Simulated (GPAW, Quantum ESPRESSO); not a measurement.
Consider CuAu (P4/mmm).

```xyz
2
Lattice="2.8107 0.0000 0.0000 0.0000 2.8107 0.0000 0.0000 0.0000 3.6850" Properties=species:S:1:pos:R:3 pbc="T T T"
Au    0.0000    0.0000    0.0000
Cu    1.4054    1.4054    1.8425
```

Absorber: atom 2, with 8 Au at 2.71 Å and 4 Cu at 2.81 Å (distorted cuboctahedral, site symmetry 4/mmm). Method: Quantum ESPRESSO XSpectra, PBE, excited-electron core hole (neutral cell), 16-atom cell with 6.7 Å between holes, 5×5×5 k points, dipole transitions, Lorentzian half width 0.78 eV up to 4 eV, rising linearly to 1.75 eV at 25 eV (not a setting of the program: the run's 0.4 eV curve was folded afterwards with a further Lorentzian), without spin-orbit coupling.

The database entry behind the starting cell is an old determination (1936), so it need not match the best structure at ambient conditions.

**Question.** Where do the maxima of the Cu K edge fall?

Main maxima up to 30 eV above the zero (height): 10.8 eV (1.50) and 19.2 eV (1.17). A K edge sees empty p states on the absorber. The total-energy difference is 9013.93 eV. One term is added: -29.93 eV, since the hole is spin-paired here and a spin-polarised one costs that much less in the free atom (computed apart). The photon energy is then 8984.00 eV. The tabulated edge of the element is 8979 eV. The functional leaves an error of a few eV in such absolute values.

The Cu K spectrum (energy from the energy zero of the input (xe0, at the border of filled and empty states); intensity scaled to a mean of 1 over the first 20 eV; folded afterwards to Lorentzian half width 0.78 eV up to 4 eV, rising linearly to 1.75 eV at 25 eV; the points at xe0, where the cut of filled states can leave a spike, are interpolated; polarised curves are means over the symmetry-equivalent atoms):

```tsv
E (eV)	isotropic	ε ⊥ c	ε ∥ c
-2.0	0.09	0.09	0.09
-1.4	0.12	0.12	0.11
-0.8	0.16	0.17	0.14
-0.2	0.24	0.26	0.22
0.4	0.35	0.37	0.31
1.0	0.42	0.44	0.38
1.6	0.45	0.47	0.42
2.2	0.46	0.46	0.45
2.8	0.49	0.49	0.49
3.4	0.53	0.53	0.52
4.0	0.58	0.57	0.59
4.6	0.63	0.62	0.64
5.2	0.70	0.70	0.71
5.8	0.79	0.78	0.79
6.4	0.83	0.84	0.81
7.0	0.91	0.94	0.86
7.6	1.08	1.12	1.00
8.2	1.24	1.28	1.16
8.8	1.32	1.35	1.26
9.4	1.38	1.40	1.34
10.0	1.44	1.45	1.44
10.6	1.49	1.48	1.52
11.2	1.48	1.46	1.54
11.8	1.42	1.36	1.52
12.4	1.35	1.29	1.48
13.0	1.31	1.26	1.42
13.6	1.26	1.22	1.34
14.2	1.19	1.15	1.25
14.8	1.12	1.10	1.16
15.4	1.08	1.08	1.08
16.0	1.07	1.09	1.04
16.6	1.08	1.10	1.04
17.2	1.09	1.11	1.05
17.8	1.12	1.15	1.07
18.4	1.15	1.17	1.11
19.0	1.17	1.18	1.16
19.6	1.17	1.15	1.19
20.2	1.13	1.12	1.16
20.8	1.08	1.07	1.10
21.4	1.03	1.01	1.05
22.0	0.98	0.97	1.01
22.6	0.94	0.93	0.98
23.2	0.91	0.89	0.93
23.8	0.87	0.87	0.87
24.4	0.84	0.85	0.81
25.0	0.81	0.83	0.76
25.6	0.79	0.82	0.73
26.2	0.79	0.82	0.71
26.8	0.79	0.84	0.71
27.4	0.80	0.85	0.71
28.0	0.82	0.86	0.73
28.6	0.84	0.88	0.76
29.2	0.86	0.89	0.80
29.8	0.90	0.92	0.85
30.4	0.95	0.97	0.91
31.0	1.00	1.02	0.97
31.6	1.07	1.08	1.05
```

The structure is a published determination, not relaxed.

[Banner, clock and machine lines of the logs are left out without a mark of their own.]

[Logs are printed without paths, hosts, clocks, repeated set-up lines and the standing remarks that a program may print on its own settings, such as how far it seeks lower states.]

[Hosts, paths, dates, database ids (printed as entryN), source tags and the programs' standing remarks are cut or masked in the printed files.]

[Lists of maxima count a maximum above −3 eV only where it reaches 4 % of the highest in the window and stands out from its surroundings by 2 % of it (1.5 % where it reaches 55 %); shoulders and weaker maxima are passed over, and of the rest the first, up to two pre-edge ones and the few strongest are named.]
